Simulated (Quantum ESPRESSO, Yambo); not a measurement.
Planning a run of Yambo 5.3.0 on SrTiO3 (Tausonite). The input:

```
HF_and_locXC
gw0
dyson
cohsex
em1s
rim_cut
RandQpts= 1000000
RandGvec= 1 RL
EXXRLvcs= 76 Ry
VXCRLvcs= 304 Ry
Chimod= "HARTREE"
% BndsRnXs
 1 | 242 |
%
NGsBlkXs= 10 Ry
% LongDrXs
 1 | 1 | 1 |
%
% GbndRnge
 1 | 242 |
%
DysSolver= "n"
ExtendOut
% QPkrange
 10 | 10 | 37 | 44 |
 1 | 1 | 37 | 44 |
%
```

```sh
OMP_NUM_THREADS=2 mpirun -n 2 yambo -F gw8.in -J gw8 -C gw8 > gw8.log
```

The stored states that it reads are on a 4×4×4 mesh. It takes space group Pm-3m (No. 221, cubic). Conventional cell: a = 3.905 Å, b = 3.905 Å, c = 3.905 Å, α = 90.00°, β = 90.00°, γ = 90.00°. Nearest to Sr lie 12 O at 2.76 Å. Nearest to Ti lie 6 O at 1.95 Å. Nearest to O lie 2 Ti at 1.95 Å and 4 Sr at 2.76 Å. Farther neighbours and most contacts between anions are not listed.

**Question.** Estimate wall time and host memory on 2 MPI ranks of Arm Neoverse V2, shared host.

It took 6.8 min; on shared hardware allow 3.4 min to 14 min. Peak host memory was 1.8 GiB.

The screening grows as filled bands × empty bands × pairs of k points, times the square of the screening basis for the matrix.

[Paths, hosts, dates, memory and timing lines, banners, echoed tables and standing remarks are left out of the program output.]

[Logs are printed without paths, hosts, clocks, repeated set-up lines and the standing remarks that a program may print on its own settings, such as how far it seeks lower states.]

[Runs of the session that timed out or met a known fault of the program may be left out.]

[Hosts, paths, dates, database ids (printed as entryN), source tags and the programs' standing remarks are cut or masked in the printed files.]
